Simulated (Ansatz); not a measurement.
## Sc2C(OH)2 MXene monolayer in a perpendicular field

What dipole does a perpendicular field induce in the Sc2C(OH)2 MXene monolayer, and does the gap follow? A positive field points along +c.

Method: plane-wave DFT, PBE-D3(BJ), Ansatz PAW, in Ansatz 0.2.0.

Most raw output is cut from this account.

## (1) The starting structure

The cell holds 7 atoms: 2 H, 2 O, 2 Sc and 1 C. Its edges and angles: a = 3.226 Å, b = 3.226 Å, c = 44.610 Å, α = 90.0°, β = 90.0°, γ = 120.0°. Vacuum lies along c.

## (2) Relaxing the slab

The starting cell is a guess, so the in-plane lattice and the atoms are relaxed first, with the slab cut off from its images along the normal.

input.yaml

```yaml
crystal:
  lattice:
    - [3.22608, 0.0, 0.0]
    - [-1.61304, 2.7938672346, 0.0]
    - [0.0, 0.0, 44.6096756128]
  atoms:
    - { symbol: H, position: [0.3333333333, 0.6666666667, 0.4236749033] }
    - { symbol: O, position: [0.3333333333, 0.6666666667, 0.4456432316] }
    - { symbol: Sc, position: [0.6666666667, 0.3333333333, 0.4714652662] }
    - { symbol: C, position: [0.0, 0.0, 0.5] }
    - { symbol: Sc, position: [0.3333333333, 0.6666666667, 0.5285347338] }
    - { symbol: O, position: [0.6666666667, 0.3333333333, 0.5543567684] }
    - { symbol: H, position: [0.6666666667, 0.3333333333, 0.5763250967] }
  periodic: [true, true, false]
kpoints:
  mp_grid: { grid: [12, 12, 1] }
hamiltonian:
  xc: pbe
  dispersion: d3bj
scf:
  occupations: { method: fermi_dirac, width: 0.05 }
  convergence: { dr2_threshold: 1.0e-09 }
relax:
  f_tol: 0.004
  max_steps: 90
  cell: {}
output:
  write_potential: true
  write_density: true
  volumetric_format: npy
```

Command:

```sh
$ ansatz run input.yaml --threads 2 --pin off --max-ram 3072MiB --backend cpu --events-out ev --progress --plain --runs-dir out
```

Wall time 77 s (2 threads of AMD EPYC 7R43, shared host); peak memory 0.78 GiB; 2.5 min of CPU time.

Relaxation path:

| step | energy less that of the first step (eV) | largest force component (eV/Å) | volume (Å³) |
| --- | --- | --- | --- |
| 1 | 0.0000 | 1.4139 | 402.08 |
| 2 | -0.1162 | 0.4266 | 409.79 |
| 3 | -0.1167 | 0.2446 | 416.29 |
| 4 | -0.1224 | 0.0446 | 414.45 |
| 5 | -0.1221 | 0.1645 | 414.39 |
| 6 | -0.1226 | 0.0084 | 414.39 |
| 7 | -0.1226 | 0.0001 | 414.37 |
| 8* | -0.1313 | 0.0015 | 414.37 |
| 9 | -0.1310 | 0.0048 | 414.90 |
| 10 | -0.1310 | 0.0001 | 414.99 |
| 11* | -0.1313 | 0.0001 | 414.99 |

Relaxation steps marked * repeat the geometry before them on a plane-wave basis chosen anew for their cell, so energy and pressure can jump there. Relaxation step 5 was tried and not accepted.

The run keeps the 12 symmetry operations that it works with, so distortions that break them were not tested.

| cell as run | before | after | change |
| --- | --- | --- | --- |
| a (Å) | 3.226 | 3.277 | +1.6 % |
| b (Å) | 3.226 | 3.277 | +1.6 % |

The atoms that moved most (Å, along periodic axes as changes of fractional coordinates times the final cell, across vacuum about the mean position):

| atom | dx | dy | dz | length |
| --- | --- | --- | --- | --- |
| O6 | 0.000 | 0.000 | 0.073 | 0.073 |
| O2 | 0.000 | 0.000 | -0.073 | 0.073 |
| H7 | 0.000 | 0.000 | 0.059 | 0.059 |
| H1 | 0.000 | 0.000 | -0.059 | 0.059 |
| Sc3 | 0.000 | 0.000 | 0.012 | 0.012 |
| Sc5 | 0.000 | 0.000 | -0.012 | 0.012 |

Numbers from this step:

```
energy at zero smearing : -5695.8338 eV
```

The lattice constant a goes from 3.226 to 3.277 Å.

## (3) Single point, field 0

A sawtooth potential applies the field, turning back in the middle of the vacuum. With the dipole correction the typed value is the field outside the slab. The induced dipole is small, so the SCF threshold is tight.

The cell differs from the one that the last finished run ended in (c 44.610 → 24.928 Å).

input.yaml

```yaml
crystal:
  lattice:
    - [3.2774854484, 0.0, 0.0]
    - [-1.6387427242, 2.8383856588, 0.0]
    - [0.0, 0.0, 24.9284160535]
  atoms:
    - { symbol: H, position: [0.3333333333, 0.6666666667, 0.3610337689] }
    - { symbol: O, position: [0.3333333333, 0.6666666667, 0.3998151146] }
    - { symbol: Sc, position: [0.6666666667, 0.3333333333, 0.4494252038] }
    - { symbol: C, position: [0.0, 0.0, 0.5] }
    - { symbol: Sc, position: [0.3333333333, 0.6666666667, 0.5505747962] }
    - { symbol: O, position: [0.6666666667, 0.3333333333, 0.6001848854] }
    - { symbol: H, position: [0.6666666667, 0.3333333333, 0.6389662311] }
kpoints:
  mp_grid: { grid: [18, 18, 1] }
  band_path:
    path: [[0, 0, 0], [0.5, 0, 0], [0.33333333, 0.33333333, 0], [0, 0, 0]]
    npoints: 16
hamiltonian:
  xc: pbe
  dispersion: d3bj
scf:
  occupations: { method: fermi_dirac, width: 0.02585 }
  convergence: { dr2_threshold: 1.0e-10 }
efield:
  axis: 3
  dipole_correction: true
  ramp_position: 0.97
  ramp_width: 0.06
  amplitude: 0
output:
  dos: { projected: true, e_range: [-6, 5] }
  write_potential: true
  write_density: true
  volumetric_format: npy
  elf: true
```

The job ended after 21 s (2 threads; peak memory 0.63 GiB; 41 s of CPU time).

This step gave:

- dipole along the normal: 2.32e-6 e·Å
- gap along the path: 0.4062 eV
- smallest direct gap along the path: 0.4062 eV
- ionisation energy, upper face: 1.528 eV
- electron affinity, upper face: 1.122 eV
- gap, the smaller of path and mesh: 0.4062 eV

Running mean over a fixed 2.6 Å (it still follows the layers) of the planar mean; the ramp of the sawtooth is left out. Table of electron's electrostatic potential energy less the Fermi level by z:

z (Å), electron's electrostatic potential energy less the Fermi level (eV) and a bar from the least value:
```
        4       1.31 ##############################
        5       1.31 ##############################
        6       1.30 ##############################
        7       1.26 ##############################
        8       0.76 ############################
        9      -1.11 ######################
       10      -4.97 #########
       11      -7.41 #
       12      -7.66 
       13      -7.63 
       14      -7.32 #
       15      -4.63 ##########
       16      -0.92 #######################
       17       0.79 ############################
       18       1.27 ##############################
       19       1.30 ##############################
       20       1.31 ##############################
       21       1.31 ##############################
```

The density of states has structure finer than the step of the table below, so its rows give means over 0.25 eV, whole bins alone (the curve runs from -6 to 2.08 eV). Peaks (eV: height): -5.310: 12.0, -4.290: 18.7, -2.280: 6.15, -1.640: 4.06, -1.260: 10.9, 1.990: 3.82.

Table of density of states by energy, zero at the Fermi level of the run, which the smearing sets inside the gap; means over each step:

| energy (eV) | density of states (states/eV a cell) |
| --- | --- |
| -5.75 | 0.305 |
| -5.50 | 3.41 |
| -5.25 | 6.11 |
| -5.00 | 2.28 |
| -4.75 | 3.62 |
| -4.50 | 7.88 |
| -4.25 | 8.68 |
| -4.00 | 0 |
| -3.75 | 0 |
| -3.50 | 0 |
| -3.25 | 0 |
| -3.00 | 0 |
| -2.75 | 0 |
| -2.50 | 1.71 |
| -2.25 | 3.08 |
| -2.00 | 1.54 |
| -1.75 | 2.35 |
| -1.50 | 3.13 |
| -1.25 | 4.52 |
| -1.00 | 1.74 |
| -0.75 | 2.51 |
| -0.50 | 1.58 |
| -0.25 | 0.574 |
| 0.00 | 0 |
| 0.25 | 0.295 |
| 0.50 | 1.10 |
| 0.75 | 1.76 |
| 1.00 | 2.06 |
| 1.25 | 1.86 |
| 1.50 | 2.15 |
| 1.75 | 2.67 |

Projected DOS per atom over height of the atomic layer and energy from the Fermi level. Layers: H O Sc C Sc O H from below.

Values in states/eV, 22 rows by 7 columns, each cell a mean:
```
0.14 0.09 0.68 0.08 0.68 0.09 0.14
0.13 0.07 0.50 0.07 0.50 0.07 0.13
0.16 0.07 0.48 0.06 0.48 0.07 0.16
0.15 0.07 0.41 0.04 0.41 0.07 0.15
0.12 0.05 0.07 0.02 0.07 0.05 0.12
0.01 0.00 0.00 0.00 0.00 0.00 0.01
0.00 0.03 0.14 0.40 0.14 0.03 0.00
0.00 0.05 0.46 1.27 0.46 0.05 0.00
0.00 0.03 0.38 0.98 0.38 0.03 0.00
0.01 0.12 1.02 3.07 1.02 0.12 0.01
0.02 0.07 0.41 1.15 0.41 0.07 0.02
0.01 0.06 0.39 1.27 0.39 0.06 0.01
0.00 0.07 0.24 0.98 0.24 0.07 0.00
0.00 0.00 0.00 0.00 0.00 0.00 0.00
0.00 0.00 0.00 0.00 0.00 0.00 0.00
0.00 0.00 0.00 0.00 0.00 0.00 0.00
0.00 0.08 0.01 0.00 0.01 0.08 0.00
0.00 4.19 0.42 0.09 0.42 4.19 0.00
0.00 1.73 0.17 0.08 0.17 1.73 0.00
0.00 1.24 0.19 0.08 0.19 1.24 0.00
0.00 2.15 0.36 0.10 0.36 2.15 0.00
0.00 0.06 0.01 0.00 0.01 0.06 0.00
```
Columns: height of the atomic layer (Å) from 9 to 15.9 (not evenly spaced); rows upwards: energy from the Fermi level (eV) from -5.96 to 2.05.

Electronic bands along the path, in eV, zero at the Fermi level of the run, which the smearing sets inside the gap:

| point | band 17 | band 18 | band 19 | band 20 | band 21 | band 22 | band 23 | band 24 |
| --- | --- | --- | --- | --- | --- | --- | --- | --- |
| Γ | -4.18 | -2.10 | -0.22 | -0.22 | 0.19 | 0.33 | 1.35 | 1.81 |
| halfway | -4.26 | -1.73 | -1.51 | -0.53 | 1.13 | 1.28 | 1.44 | 2.50 |
| M | -4.35 | -2.55 | -1.24 | -0.64 | 0.54 | 3.39 | 3.79 | 3.94 |
| halfway | -4.55 | -2.42 | -1.40 | -1.24 | 1.53 | 3.51 | 3.55 | 3.78 |
| K | -4.89 | -2.08 | -2.08 | -1.24 | 2.80 | 3.11 | 3.11 | 3.93 |
| halfway | -4.31 | -1.85 | -1.45 | -0.94 | 1.45 | 1.62 | 2.16 | 2.21 |
| Γ | -4.18 | -2.10 | -0.22 | -0.22 | 0.19 | 0.33 | 1.35 | 1.81 |

Electrostatic potential energy in the ca plane at fractional y = 0.333, with atoms of Sc and O and H within 0.2 Å of it. With pseudopotentials it is smooth inside the atoms' cores, unlike the true potential.

Ten even steps from '0' (-41 eV) to '9' (4 eV), each cell a mean:
```
99999999865579999999989999999999999999999999
99999998620047999997315679999999999999999999
99999998500017999995000028999999999999999999
99999998510027999996102358999999999999999999
99999999742368999998658899999999999999999999
99999999987789998889999999999999999999999999
99999999999999998778999999999999999999999999
99999999999999998778999999999999999999999999
99999999998899998788999999999999999999999999
```
Columns run along c (16.0 Å, from fractional 0.30 to 0.94 of the cell; values clipped at the 3rd and 97th percentile), rows up along a (3.3 Å). Atoms in or near the plane, at fractional coordinates: Sc at (0.45, 0.67), O at (0.60, 0.67), H at (0.64, 0.67).

Valence density in the ca plane at fractional y = 0.333, with atoms of Sc and O and H within 0.2 Å of it. It is the smooth field of the valence electrons, not physical close to the nuclei.

Ten steps, logarithmic in the rise over the least value, from '0' (0.0 e/Å³) to '9' (7.1 e/Å³), each cell a mean:
```
00000000000000000000001223565333222345432100
00000000000000000000000136898522212478764210
00000000000000000000000137999622112589976310
00000000000000000000000137998522112579875310
00000000000000000000001125776432222357643100
00000000000000000000012223343333332233321000
00000000000000000000112332223344343321110000
00000000000000000000112333223344444321100000
00000000000000000000012332223333333222210000
```
Columns run along c (16.0 Å, from fractional 0.06 to 0.70 of the cell), rows up along a (3.3 Å). Atoms in or near the plane, at fractional coordinates: Sc at (0.45, 0.67), O at (0.60, 0.67), H at (0.64, 0.67).

ELF in the ca plane at fractional y = 0.333, with atoms of Sc and O and H within 0.2 Å of it. It is the smooth field of the valence electrons, not physical close to the nuclei.

Ten even steps from '0' (0.00) to '9' (0.97), each cell a mean:
```
00000121124422441004776442100000000000000000
00000000376651121037877887300000000000000000
00000000462462011047647998510000000000000000
00000000474561111037767998410000000000000000
00000011156631331016887664200000000000000000
00001234211124641002564221000000000000000000
00012356510257742110011000000000000000000000
00012357521367742210000000000000000000000000
00011355300146641100232100000000000000000000
```
Columns run along c (16.0 Å, from fractional 0.30 to 0.94 of the cell), rows up along a (3.3 Å). Atoms in or near the plane, at fractional coordinates: Sc at (0.45, 0.67), O at (0.60, 0.67), H at (0.64, 0.67).

The gap is 0.41 eV, with the valence edge 1.53 eV and the conduction edge 1.12 eV under the upper vacuum level.

## (4) Atoms held, field 0.1 V/Å

input.yaml: that of step 3 with these lines changed.

```diff
@@ -29,5 +29,4 @@
   ramp_width: 0.06
-  amplitude: 0
+  amplitude: 0.1
 output:
-  dos: { projected: true, e_range: [-6, 5] }
   write_potential: true
@@ -35,2 +34 @@
   volumetric_format: npy
-  elf: true
```

It took 27 s on 2 threads; peak memory 0.62 GiB.

The dipole is 0.0383 e·Å, and the gap 0.265 eV.

## (5) Single point, field -0.1 V/Å

input.yaml: that of step 4 with these lines changed.

```diff
@@ -29,3 +29,3 @@
   ramp_width: 0.06
-  amplitude: 0.1
+  amplitude: -0.1
 output:
```

Elapsed: 28 s, on 2 threads; peak memory 0.62 GiB.

The dipole is -0.0383 e·Å, and the gap 0.265 eV.

## (6) Response, atoms held

This step: plane-wave DFT, PBE-D3(BJ), Ansatz PAW; response to a field along the normal, atoms held (Ansatz 0.2.0).

The dipoles give the slope, and the difference of two potentials shows where the field is screened.

Numbers from this step:

- equivalent conductor thickness p/(ε₀AE): 7.445 Å
- distance between the outer atoms: 6.928 Å

Dipole of the cell against applied field:

| applied field (V/Å) | dipole of the cell (e·Å) |
| --- | --- |
| -0.1000 | -0.0383 |
| 0.0000 | 2.3e-6 |
| 0.1000 | 0.0383 |

Local field over the applied field, running mean. From the potentials at -0.1 and 0.1 V/Å; running mean over 2.5 Å. Table of local field over applied field by z:

z (Å), local field over applied field and a bar:
```
      4.5      0.991 ##############################
      5.0      0.985 ##############################
      5.5      0.975 #############################
      6.0      0.958 #############################
      6.5      0.930 ############################
      7.0      0.882 ###########################
      7.5      0.802 ########################
      8.0      0.677 ####################
      8.5      0.533 ################
      9.0      0.391 ###########
      9.5      0.277 ########
     10.0      0.199 #####
     10.5      0.147 ####
     11.0      0.109 ###
     11.5      0.081 ##
     12.0      0.048 #
     12.5      0.028 
     13.0      0.053 #
     13.5      0.084 ##
     14.0      0.114 ###
     14.5      0.153 ####
     15.0      0.208 ######
     15.5      0.290 ########
     16.0      0.411 ############
     16.5      0.554 ################
     17.0      0.697 #####################
     17.5      0.816 #########################
     18.0      0.891 ###########################
     18.5      0.934 ############################
     19.0      0.961 #############################
     19.5      0.976 ##############################
     20.0      0.986 ##############################
     20.5      0.992 ##############################
```

The induced electron density oscillates, so the rows of the table below give means over windows of 0.5 Å about each position, cut where the curve ends. Its maxima inside the range that stand out by 2 % of the span (Å: e/Å³ per V/Å): 8.86: 0.00294, 9.97: 0.00123, 11.22: 0.00164, 12.60: 8.2e-5, 14.54: 0.00130, 15.23: -1.1e-4. Its minima: 9.69: 1.1e-4, 10.39: -0.00130, 12.33: -8.2e-5, 13.71: -0.00164, 14.96: -0.00123, 16.07: -0.00294.

Electrons, planar mean, per unit field. Table of induced electron density by z; means over each step:

z (Å), induced electron density (e/Å³ per V/Å) and a bar from the least value:
```
      4.5    0.00004 ################
      5.0    0.00007 ################
      5.5    0.00011 ################
      6.0    0.00019 #################
      6.5    0.00031 #################
      7.0    0.00051 ##################
      7.5    0.00086 ####################
      8.0    0.00150 ########################
      8.5    0.00248 ##############################
      9.0    0.00246 ##############################
      9.5    0.00059 ###################
     10.0    0.00050 ##################
     10.5   -0.00090 ##########
     11.0    0.00094 #####################
     11.5    0.00112 ######################
     12.0    0.00027 #################
     12.5    0.00001 ###############
     13.0   -0.00039 #############
     13.5   -0.00124 ########
     14.0   -0.00069 ###########
     14.5    0.00091 #####################
     15.0   -0.00060 ############
     15.5   -0.00078 ###########
     16.0   -0.00263 
     16.5   -0.00235 ##
     17.0   -0.00138 #######
     17.5   -0.00080 ###########
     18.0   -0.00047 #############
     18.5   -0.00029 ##############
     19.0   -0.00018 ##############
     19.5   -0.00011 ###############
     20.0   -0.00006 ###############
     20.5   -0.00004 ###############
```

The smaller of the gaps on the path and on the k-mesh, counted as 0 under 0.03 eV. Table of gap by applied field:

| applied field (V/Å) | gap (eV) |
| --- | --- |
| -0.1000 | 0.265 |
| 0.0000 | 0.406 |
| 0.1000 | 0.265 |

By hand: between -0.1 and 0.1 V/Å the dipole changes by 0.07655 e·Å, a slope of 0.3828 e·Å²/V. A perfect conductor of thickness t has p = ε₀AEt, so t = 180.95 × 0.3828 / 9.303 = 7.45 Å (e/ε₀ = 180.95 V·Å, A in Å²).

The induced dipole is that of a conductor 7.45 Å thick.

## (7) Summary of results

```yaml
gap_without_field: 0.406 eV
ionisation_energy_upper_face: 1.53 eV
electron_affinity_upper_face: 1.12 eV
equivalent_conductor_thickness_atoms_held: 7.45 Å
```

The induced dipole equals that of a perfect conductor 7.45 Å thick, while the outer atoms lie 6.93 Å apart; an out-of-plane ε follows only once a thickness t is chosen, by 1 − 1/ε = 7.45 Å / t. The gap goes from 0.41 eV to 0.26 eV at -0.1 V/Å. With the field reversed the gap is 0.26 eV at 0.1 V/Å. Semilocal functionals give gaps that are too small, and excitons are not included. The MXene's terminations sit over the metal atoms of its far layer; the site over carbon or nitrogen, which some compounds prefer, was not run.

[Logs are printed without paths, hosts, clocks, repeated set-up lines and the standing remarks that a program may print on its own settings, such as how far it seeks lower states.]

[Hosts, paths, dates, database ids (printed as entryN), source tags and the programs' standing remarks are cut or masked in the printed files.]

[Maps of the electrostatic potential energy from Ansatz leave out the sawtooth potential of an applied field or a dipole correction, so their vacuum need not be flat; planar profiles and work functions include it.]

[The density of states shown here was stored with 400 of the rows of the run's finer table, so its peaks can read low, often by over a quarter, or be missed, and its means over a window can be off by a tenth or more.]
